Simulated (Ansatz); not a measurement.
# Li on Pt(111): change of the work function, part 2 of 3

Wanted: Δφ(θ) for Li/Pt(111), starting from the fcc site.

Ansatz 0.2.0; plane-wave DFT, PBE, Ansatz PAW.

So far, work function, upper face (eV): step 2 (the clean slab) 5.70.

## 3. The covered slab, k-mesh 6×6×1, coverage 0.25 ML

System of this step: Li/Pt(111). The cell holds 17 atoms: 16 Pt and 1 Li. Its edges and angles: a = 5.544 Å, b = 5.544 Å, c = 27.104 Å, α = 90.0°, β = 90.0°, γ = 60.0°. Vacuum lies along c.

The clean slab as it ended is repeated in the plane and the adsorbate is set on one face; the cell's size fixes the coverage, and the k-mesh shrinks with it to keep the sampling density about even. Adsorbate and upper layers relax, since the dipole depends on the height.

input.yaml

```yaml
crystal:
  lattice:
    - [5.5437171645, 1.0e-10, 0.0]
    - [2.7718585822, 4.8009998959, 0.0]
    - [0.0, 0.0, 27.1038979105]
  atoms:
    - { symbol: Pt, position: [0.0, 0.0, 0.33205556] }
    - { symbol: Pt, position: [0.1666666667, 0.1666666667, 0.4155569466] }
    - { symbol: Pt, position: [0.3333333333, 0.3333333333, 0.5006649823] }
    - { symbol: Pt, position: [0.0, 0.0, 0.5868341723] }
    - { symbol: Pt, position: [0.0, 0.5, 0.33205556] }
    - { symbol: Pt, position: [0.1666666667, 0.6666666667, 0.4155569466] }
    - { symbol: Pt, position: [0.3333333333, 0.8333333333, 0.5006649823] }
    - { symbol: Pt, position: [0.0, 0.5, 0.5868341723] }
    - { symbol: Pt, position: [0.5, 0.0, 0.33205556] }
    - { symbol: Pt, position: [0.6666666667, 0.1666666667, 0.4155569466] }
    - { symbol: Pt, position: [0.8333333333, 0.3333333333, 0.5006649823] }
    - { symbol: Pt, position: [0.5, 0.0, 0.5868341723] }
    - { symbol: Pt, position: [0.5, 0.5, 0.33205556] }
    - { symbol: Pt, position: [0.6666666667, 0.6666666667, 0.4155569466] }
    - { symbol: Pt, position: [0.8333333333, 0.8333333333, 0.5006649823] }
    - { symbol: Pt, position: [0.5, 0.5, 0.5868341723] }
    - { symbol: Li, position: [0.1666666667, 0.1666666667, 0.66794444] }
kpoints:
  mp_grid: { grid: [6, 6, 1] }
hamiltonian:
  xc: pbe
scf:
  occupations: { method: fermi_dirac, width: 0.1 }
  convergence: { dr2_threshold: 1.0e-08 }
efield:
  axis: 3
  dipole_correction: true
  ramp_position: 0.97
  ramp_width: 0.06
relax:
  f_tol: 0.02
  max_steps: 60
  constraints: [{ sites: [0, 1, 4, 5, 8, 9, 12, 13] }]
output:
  dos: { projected: true, e_range: [-8, 4] }
  write_potential: true
  write_density: true
  volumetric_format: npy
  elf: true
```

On the command line:

```console
$ ansatz run input.yaml --threads 4 --pin off --max-ram 6144MiB --backend cpu --events-out ev --progress --plain --runs-dir out
```

Numbers of over 12 decimals in the logs are rounded to 6 here.

The log of the run:

```text
[...]
Crystal: 17 atoms, lattice volume = 721.381 Å³
Basis set: ecut = 420 eV, 14179 PW (Γ), exchange–correlation on 80×80×384 points (8 copies of the dense FFT grid, shifted against one another)
Bands: 175, of which v1, the nominal top of the filled ones, is band 146 counted from 1 (145 counted from 0)
Symmetry: 6 space group operations
[...]
k-points: 7 of 36 (time reversal used)
[...]
SCF iter   1: F=—  HF=-200570.097549 eV  |F-HF|=—  |Δ(HF+E_count)|=         —  Δρ=7.46e-3  dr2=4.51e0  ethr=1.77e-3  p=0.505 e·Å  D=1.27e-1 V/Å  ΔV_dip=-3.43 eV  dr2_dipole=9.00e-1  V_vac-E_F(+/−)=1.75/5.19 eV  ⟨swp⟩=7.4  Hψ=4903  notcnv=0  defer=57
[...]
SCF iter  13: F=-200570.041468 eV  HF=-200570.041468 eV  |F-HF|=1.34e-9  |Δ(HF+E_count)|=   1.04e-8  Δρ=3.40e-7  dr2=1.93e-9  ethr=3.44e-12  p=0.541 e·Å  D=1.36e-1 V/Å  ΔV_dip=-3.68 eV  dr2_dipole=5.48e-11  V_vac-E_F(+/−)=1.97/5.65 eV  ⟨swp⟩=16.3  Hψ=8952  notcnv=0
SCF 1 converged in 13 iterations: F = -200570.041468 eV  dr2 = 1.93e-9
[...]
relax step   1: F+E_penalty+E_count = -200570.04146762 eV  Δ(F+E_penalty+E_count) = +0.000e0 eV  max|allowed force component| = 8.442e-1 eV/Å  Δτ_max = 0.0000 Å  (13 SCF iters, accepted)
[...]
SCF iter   1: F=—  HF=-200570.184142 eV  |F-HF|=—  |Δ(HF+E_count)|=         —  Δρ=4.25e-3  dr2=1.33e0  ethr=4.08e-4  p=0.541 e·Å  D=1.36e-1 V/Å  ΔV_dip=-3.68 eV  dr2_dipole=5.67e-1  V_vac-E_F(+/−)=2.00/5.68 eV  ⟨swp⟩=1.1  Hψ=3643  notcnv=0  defer=76
[...]
eigensolver tolerance schedule calibrated: the retry pair's looser diagonalisation under-reported the residual by θ = 0.11 (0.12/decade); ethr = c·dr2/N_el runs at the constant in force after the calibration composes with the one it found (an armed cap, an earlier calibration), c = 7.0e-2
[...]
SCF iter   2: F=—  HF=-200570.166329 eV  |F-HF|=—  |Δ(HF+E_count)|=   1.78e-2  Δρ=2.05e-3  dr2=1.19e-1  ethr=3.19e-4  p=0.469 e·Å  D=1.18e-1 V/Å  ΔV_dip=-3.19 eV  dr2_dipole=2.39e-2  V_vac-E_F(+/−)=2.47/5.66 eV  ⟨swp⟩=2.9  Hψ=1648  notcnv=0  defer=76
[...]
SCF iter  12: F=-200570.154190 eV  HF=-200570.154190 eV  |F-HF|=1.89e-9  |Δ(HF+E_count)|=   6.34e-9  Δρ=3.87e-7  dr2=3.04e-9  ethr=2.40e-12  p=0.453 e·Å  D=1.14e-1 V/Å  ΔV_dip=-3.08 eV  dr2_dipole=1.09e-11  V_vac-E_F(+/−)=2.57/5.65 eV  ⟨swp⟩=8.4  Hψ=7146  notcnv=0
SCF 2 converged in 12 iterations: F = -200570.154190 eV  dr2 = 3.04e-9
relax step   2: F+E_penalty+E_count = -200570.15419034 eV  Δ(F+E_penalty+E_count) = -1.127e-1 eV  max|allowed force component| = 1.267e-1 eV/Å  Δτ_max = 0.1950 Å  (12 SCF iters, accepted)
SCF iter   1: F=—  HF=-200570.160620 eV  |F-HF|=—  |Δ(HF+E_count)|=         —  Δρ=1.47e-3  dr2=4.57e-2  ethr=2.67e-4  p=0.453 e·Å  D=1.14e-1 V/Å  ΔV_dip=-3.08 eV  dr2_dipole=1.48e-2  V_vac-E_F(+/−)=2.56/5.64 eV  ⟨swp⟩=2.6  Hψ=2010  notcnv=0  defer=81
[...]
SCF iter  10: F=-200570.159064 eV  HF=-200570.159064 eV  |F-HF|=5.38e-9  |Δ(HF+E_count)|=   2.71e-8  Δρ=4.73e-7  dr2=4.39e-9  ethr=3.44e-12  p=0.455 e·Å  D=1.14e-1 V/Å  ΔV_dip=-3.09 eV  dr2_dipole=5.17e-10  V_vac-E_F(+/−)=2.56/5.65 eV  ⟨swp⟩=13.4  Hψ=8602  notcnv=0
SCF 3 converged in 10 iterations: F = -200570.159064 eV  dr2 = 4.39e-9
[...]
relax step   3: F+E_penalty+E_count = -200570.15906429 eV  Δ(F+E_penalty+E_count) = -4.874e-3 eV  max|allowed force component| = 5.667e-2 eV/Å  Δτ_max = 0.0277 Å  (10 SCF iters, accepted)
SCF iter   1: F=—  HF=-200570.158697 eV  |F-HF|=—  |Δ(HF+E_count)|=         —  Δρ=3.51e-4  dr2=1.50e-3  ethr=1.14e-5  p=0.455 e·Å  D=1.14e-1 V/Å  ΔV_dip=-3.09 eV  dr2_dipole=2.35e-4  V_vac-E_F(+/−)=2.56/5.65 eV  ⟨swp⟩=2.0  Hψ=2100  notcnv=0  defer=54
[...]
SCF iter   9: F=-200570.159649 eV  HF=-200570.159649 eV  |F-HF|=2.44e-9  |Δ(HF+E_count)|=   1.27e-8  Δρ=3.55e-7  dr2=1.79e-9  ethr=3.44e-12  p=0.456 e·Å  D=1.14e-1 V/Å  ΔV_dip=-3.10 eV  dr2_dipole=7.93e-11  V_vac-E_F(+/−)=2.55/5.65 eV  ⟨swp⟩=11.9  Hψ=7857  notcnv=0
SCF 4 converged in 9 iterations: F = -200570.159649 eV  dr2 = 1.79e-9
relax step   4: F+E_penalty+E_count = -200570.15964949 eV  Δ(F+E_penalty+E_count) = -5.852e-4 eV  max|allowed force component| = 2.303e-3 eV/Å  Δτ_max = 0.0089 Å  (9 SCF iters, accepted)
NSCF: frozen V_eff on 7 k-points
[...]
WARN: The input density's exchange-correlation potential varies sharply where the density is thin. Do not read a vacuum level from v_tot or v_xc, or from such a field of the output density. On a cell that repeats whose density bears no net charge and no dipole along the vacuum's axis use v_es (v_loc + v_h of the components); under efield.dipole_correction with no amplitude use v_es + v_field, which holds any external [...]
SCF converged after 9 iterations
Free energy (F): -200570.159649 eV
[...]
Internal energy: -200569.308231 eV  (E = F + TS)
E sigma→0 (E₀):  -200569.733940 eV
Entropy (-TS):   -0.851418 eV (-50.083 meV/atom)
Fermi energy:    5.175129 eV
Dipole field:    D = 0.114469 V/Å  (p = 0.456343 e·Å, saw-weighted, corrected)
Work function:   Φ+ = 2.5461 eV   Φ− = 5.6487 eV
[...]
--- Forces (eV/Å), atoms counted from 1 ---
  atom   1  Pt     0.00767101     0.00442886    -0.49146515
  atom   2  Pt     0.00000000    -0.00000000     0.56087403
  atom   3  Pt     0.00020869     0.00012049     0.00138448
  atom   4  Pt    -0.00199479    -0.00115169     0.00126215
  atom   5  Pt     0.00000000    -0.00885772    -0.49146515
  atom   6  Pt     0.03862120    -0.02229796     0.45242236
  atom   7  Pt     0.00000000    -0.00024097     0.00138448
  atom   8  Pt    -0.00000000     0.00230338     0.00126215
  atom   9  Pt    -0.00767101     0.00442886    -0.49146515
  atom  10  Pt    -0.00000000     0.04459592     0.45242236
  atom  11  Pt    -0.00020869     0.00012049     0.00138448
  atom  12  Pt     0.00199479    -0.00115169     0.00126215
  atom  13  Pt    -0.00000000     0.00000000    -0.44855222
  atom  14  Pt    -0.03862120    -0.02229796     0.45242236
  atom  15  Pt     0.00000000     0.00000000    -0.00168293
  atom  16  Pt    -0.00000000    -0.00000000    -0.00062089
  atom  17  Li     0.00000000    -0.00000000    -0.00085897
  max |Σ_I F_I| component: 2.94e-5 eV/Å
--- Band table (eV; the first three rows and the last of 7) ---
  k-point 0: bands = [... 142 lower, 5.5215, 5.5215, 5.7623, 5.7648, 5.7648, 5.7904, 5.7904, 5.7920, ... 25 higher]
  k-point 1: bands = [... 142 lower, 5.2822, 5.2904, 5.2906, 5.3841, 5.4569, 5.4919, 5.4992, 5.5221, ... 25 higher]
  k-point 2: bands = [... 142 lower, 4.7749, 4.8031, 5.1435, 5.1582, 5.1600, 5.2196, 5.4622, 5.4727, ... 25 higher]
  k-point 6: bands = [... 142 lower, 4.7565, 4.7780, 4.7907, 4.8116, 4.8598, 4.8972, 4.9030, 4.9273, ... 25 higher]
--- Relaxed structure (4 steps of the walk, 4 accepted, 0 SCFs on fresh bases) ---
  F+E_penalty+E_count = -200570.15964949 eV   max|allowed force component| = 2.303e-3 eV/Å
  atoms:
    - { symbol: Pt, position: [-1.7959490104491818e-17, -1.795949010449182e-17, 0.332056] }
    - { symbol: Pt, position: [0.166667, 0.166667, 0.4155569466] }
    - { symbol: Pt, position: [0.333501, 0.333501, 0.501358] }
    - { symbol: Pt, position: [-0.00180709, -0.00180709, 0.587849] }
    - { symbol: Pt, position: [0.0, 0.5, 0.332056] }
    - { symbol: Pt, position: [0.166667, 0.666667, 0.4155569466] }
    - { symbol: Pt, position: [0.333501, 0.832998, 0.501358] }
    - { symbol: Pt, position: [-0.00180709, 0.503614, 0.587849] }
    - { symbol: Pt, position: [0.500000, -1.7959490104895715e-17, 0.332056] }
    - { symbol: Pt, position: [0.666667, 0.166667, 0.4155569466] }
    - { symbol: Pt, position: [0.832998, 0.333501, 0.501358] }
    - { symbol: Pt, position: [0.503614, -0.00180709, 0.587849] }
    - { symbol: Pt, position: [0.500000, 0.5, 0.332056] }
    - { symbol: Pt, position: [0.666667, 0.666667, 0.4155569466] }
    - { symbol: Pt, position: [0.833333, 0.833333, 0.500061] }
    - { symbol: Pt, position: [0.500000, 0.5, 0.589084] }
    - { symbol: Li, position: [0.166667, 0.166667, 0.660357] }
```

Wall time 59 s (4 threads of Intel Xeon Platinum 8559C (Emerald Rapids), shared host); peak memory 3.1 GiB; 3.9 min of CPU time.

Step by step:

```csv
step,energy less that of the first step (eV),largest force component (eV/Å)
1,0.0000,0.8442
2,-0.1127,0.1267
3,-0.1176,0.0567
4,-0.1182,0.0023
```

The run keeps the 6 symmetry operations that it works with, so distortions that break them were not tested.

The atoms that moved most (Å):

```csv
atom,dx,dy,dz,length
Li17,0.000,0.000,-0.206,0.206
Pt16,0.000,0.000,0.061,0.061
Pt4,-0.015,-0.009,0.027,0.033
Pt8,0.000,0.017,0.027,0.033
Pt12,0.015,-0.009,0.027,0.033
Pt7,0.000,-0.002,0.019,0.019
Pt3,0.001,0.001,0.019,0.019
Pt11,-0.001,0.001,0.019,0.019
```

Final coordinates:

```xyz
17
Lattice="5.5437 0.0000 0.0000 2.7719 4.8010 0.0000 0.0000 0.0000 27.1039" Properties=species:S:1:pos:R:3
Pt    0.0000    0.0000    9.0000
Pt    1.3859    0.8002   11.2632
Pt    2.7733    1.6011   13.5888
Pt   -0.0150   -0.0087   15.9330
Pt    1.3859    2.4005    9.0000
Pt    2.7719    3.2007   11.2632
Pt    4.1578    3.9992   13.5888
Pt    1.3859    2.4179   15.9330
Pt    2.7719    0.0000    9.0000
Pt    4.1578    0.8002   11.2632
Pt    5.5423    1.6011   13.5888
Pt    2.7869   -0.0087   15.9330
Pt    4.1578    2.4005    9.0000
Pt    5.5437    3.2007   11.2632
Pt    6.9296    4.0008   13.5536
Pt    4.1578    2.4005   15.9665
Li    1.3859    0.8002   17.8982
```

This step gave:

| Quantity | Value |
| --- | --- |
| energy at zero smearing | -200569.7339 eV |
| work function, upper face | 2.546 eV |
| work function, lower face | 5.649 eV |
| dipole along the normal | 0.4563 e·Å |
| step between the vacuum levels | -3.103 eV |

Running mean over 2.263 Å of the planar mean; the ramp of the sawtooth is left out. Table of electron's electrostatic potential energy less the Fermi level by z:

z (Å), electron's electrostatic potential energy less the Fermi level (eV) and a bar from the least value:
```
      3.5        5.6 ##############################
      4.0        5.6 ##############################
      4.5        5.6 ##############################
      5.0        5.6 ##############################
      5.5        5.6 ##############################
      6.0        5.6 ##############################
      6.5        5.4 ##############################
      7.0        4.6 ############################
      7.5        1.2 #######################
      8.0       -5.0 ############
      8.5      -10.0 ####
      9.0      -11.6 #
      9.5      -11.9 
     10.0      -12.1 
     10.5      -12.1 
     11.0      -12.2 
     11.5      -12.1 
     12.0      -11.7 #
     12.5      -11.5 #
     13.0      -11.8 #
     13.5      -12.0 
     14.0      -11.7 #
     14.5      -11.0 ##
     15.0      -10.9 ##
     15.5      -11.4 #
     16.0      -11.5 #
     16.5      -10.0 ####
     17.0       -5.4 ###########
     17.5       -0.2 ####################
     18.0        2.0 ########################
     18.5        2.2 ########################
     19.0        2.3 ########################
     19.5        2.4 #########################
     20.0        2.5 #########################
     20.5        2.5 #########################
     21.0        2.5 #########################
     21.5        2.5 #########################
     22.0        2.5 #########################
     22.5        2.5 #########################
     23.0        2.5 #########################
     23.5        2.5 #########################
```

The density of states has structure finer than the step of the table below, so its rows give means over 0.25 eV, whole bins alone (the curve runs from -8 to 1.98 eV). Peaks (eV: height): -5.650: 40.9, -4.420: 40.9, -3.670: 39.0, -3.220: 43.1, -3.070: 47.7, -2.980: 59.6, -0.570: 58.4.

The density of states by energy, zero at the Fermi level; means over each step:

```csv
energy (eV),density of states (states/eV a cell)
-7.75,2.23
-7.50,2.19
-7.25,2.55
-7.00,6.75
-6.75,10.1
-6.50,10.9
-6.25,14.4
-6.00,17.1
-5.75,26.6
-5.50,21.4
-5.25,16.3
-5.00,14.5
-4.75,20.1
-4.50,17.3
-4.25,20.4
-4.00,23.0
-3.75,26.8
-3.50,28.0
-3.25,35.2
-3.00,40.3
-2.75,23.3
-2.50,17.8
-2.25,23.1
-2.00,23.8
-1.75,17.1
-1.50,23.1
-1.25,30.2
-1.00,27.3
-0.75,19.7
-0.50,28.9
-0.25,29.3
0.00,26.5
0.25,16.4
0.50,8.81
0.75,7.10
1.00,3.74
1.25,3.89
1.50,5.76
1.75,8.10
```

Projected DOS per atom over height of the atomic layer and energy from the Fermi level. Layers: Pt4 Pt4 Pt4 Pt4 Li from below.

Ten even steps from '_' (0.00 states/eV) to '@' (2.60 states/eV), each cell a mean:
```
..........
________..
........__
--::::::__
**%%##==__
**++++**__
**++++##__
##==++##__
**--++**__
++====**__
%%==++##__
@@####@@__
++******__
--++**==__
========__
----==--__
==****==__
--**++::__
::==--..__
..::....__
__________
__________
```
Columns: height of the atomic layer (Å) from 9 to 17.9 (not evenly spaced); rows upwards: energy from the Fermi level (eV) from -7.96 to 1.95.

Valence density in the ca plane at fractional y = 0.167, with atoms of Pt and Li within 0.2 Å of it. It is the smooth field of the valence electrons, not physical close to the nuclei.

Values in units of 1e0 e/Å³, 8 rows by 16 columns, each cell a mean:
```
1.5 0.3 0.4 0.3 1.3 0.9 0.8 1.3 0.2 0.0 0.0 0.0 0.0 0.0 0.0 0.0
0.7 0.5 3.1 0.8 0.6 0.5 0.4 0.6 0.1 0.0 0.0 0.0 0.0 0.0 0.0 0.0
0.3 1.2 9.1 2.0 0.3 0.2 0.2 0.3 0.1 0.0 0.0 0.0 0.0 0.0 0.0 0.0
0.6 0.6 3.5 0.8 0.5 0.4 0.4 0.6 0.1 0.0 0.0 0.0 0.0 0.0 0.0 0.0
1.5 0.3 0.4 0.3 1.3 0.9 0.8 1.3 0.2 0.0 0.0 0.0 0.0 0.0 0.0 0.0
0.7 0.5 3.1 0.8 0.6 0.5 0.4 0.6 0.2 0.2 0.0 0.0 0.0 0.0 0.0 0.0
0.3 1.2 9.1 2.0 0.3 0.2 0.2 0.3 1.2 2.9 0.0 0.0 0.0 0.0 0.0 0.0
0.6 0.6 3.5 0.8 0.5 0.4 0.4 0.6 0.3 0.3 0.0 0.0 0.0 0.0 0.0 0.0
```
Columns run along c (16.0 Å, from fractional 0.33 to 0.92 of the cell), rows up along a (5.5 Å). Atoms in or near the plane, at fractional coordinates: Pt at (0.42, 0.17), Pt at (0.42, 0.67), Li at (0.66, 0.17).

ELF in the ca plane at fractional y = 0.167, with atoms of Pt and Li within 0.2 Å of it. It is the smooth field of the valence electrons, not physical close to the nuclei.

Ten even steps from '0' (0.00) to '9' (0.99), each cell a mean:
```
44322222222344322234433321000000000000000000
44322222222344322234433332100000000000000000
33222344322233322223322221100000000000000000
22223566532222211122222211000000000000000000
22223566632222211122222110000000000000000000
22223566532222211122222110000000000000000000
22222455422222221222222211000000000000000000
33322233222233322233333222100000000000000000
44322222222344322234433332100000000000000000
33222233222233322233333310000000000000000000
22222455422222221222233112100000000000000000
22223566532222211122232169700000000000000000
22223566632222211122332189810000000000000000
22223566532222211122232036300000000000000000
33222344322233322223333200000000000000000000
```
Columns run along c (16.0 Å, from fractional 0.33 to 0.92 of the cell), rows up along a (5.5 Å). Atoms in or near the plane, at fractional coordinates: Pt at (0.42, 0.17), Pt at (0.42, 0.67), Li at (0.66, 0.17).

Electrostatic potential energy in the ca plane at fractional y = 0.167, with atoms of Pt and Li within 0.2 Å of it. With pseudopotentials it is smooth inside the atoms' cores, unlike the true potential.

Ten even steps from '0' (-45 eV) to '9' (9 eV), each cell a mean:
```
34789988999753589864479999999999999999999999
44789888899753589864479999999999999999999999
67898633689876789986789999999999999999999999
88997200169988999998999999999999999999999999
99985000048999999999999999999999999999999999
99986000058999999999999999999999999999999999
77898411379987899987899999999999999999999999
45789877899864689875579999999999999999999999
33689988999743589863479999999999999999999999
55789866899864689875689999999999999999999999
88898411379987899988899876889999999999999999
99986000058999999999999743689999999999999999
99985000048999999999999632589999999999999999
88997200169988999998899855789999999999999999
66898644689876789986789988899999999999999999
```
Columns run along c (16.0 Å, from fractional 0.33 to 0.92 of the cell; values clipped at the 3rd and 97th percentile), rows up along a (5.5 Å). Atoms in or near the plane, at fractional coordinates: Pt at (0.42, 0.17), Pt at (0.42, 0.67), Li at (0.66, 0.17).

The relaxation took 4 steps and lowered the energy by 0.12 eV; the largest force on the free atoms ends at 0.0023 eV/Å.

By hand: a sheet of dipoles makes a step −p/(ε₀A) in the electron's potential. With e/ε₀ = 180.95 V·Å, p = 0.4563 e·Å and A = 26.62 Å², that is −180.95 × (0.4563) / 26.62 = -3.103 eV, and the two vacuum levels of the run differ by -3.103 eV.

The covered face has 2.55 eV, -3.16 eV against the clean one; the bare back face has moved by -0.02 eV, a measure of how thin the slab is.

(Part 2 of 3 ends here.)

[Logs are printed without paths, hosts, clocks, repeated set-up lines and the standing remarks that a program may print on its own settings, such as how far it seeks lower states.]

[Hosts, paths, dates, database ids (printed as entryN), source tags and the programs' standing remarks are cut or masked in the printed files.]

[Maps of the electrostatic potential energy from Ansatz leave out the sawtooth potential of an applied field or a dipole correction, so their vacuum need not be flat; planar profiles and work functions include it.]

[The density of states shown here was stored with 400 of the rows of the run's finer table, so its peaks can read low, often by over a quarter, or be missed, and its means over a window can be off by a tenth or more.]
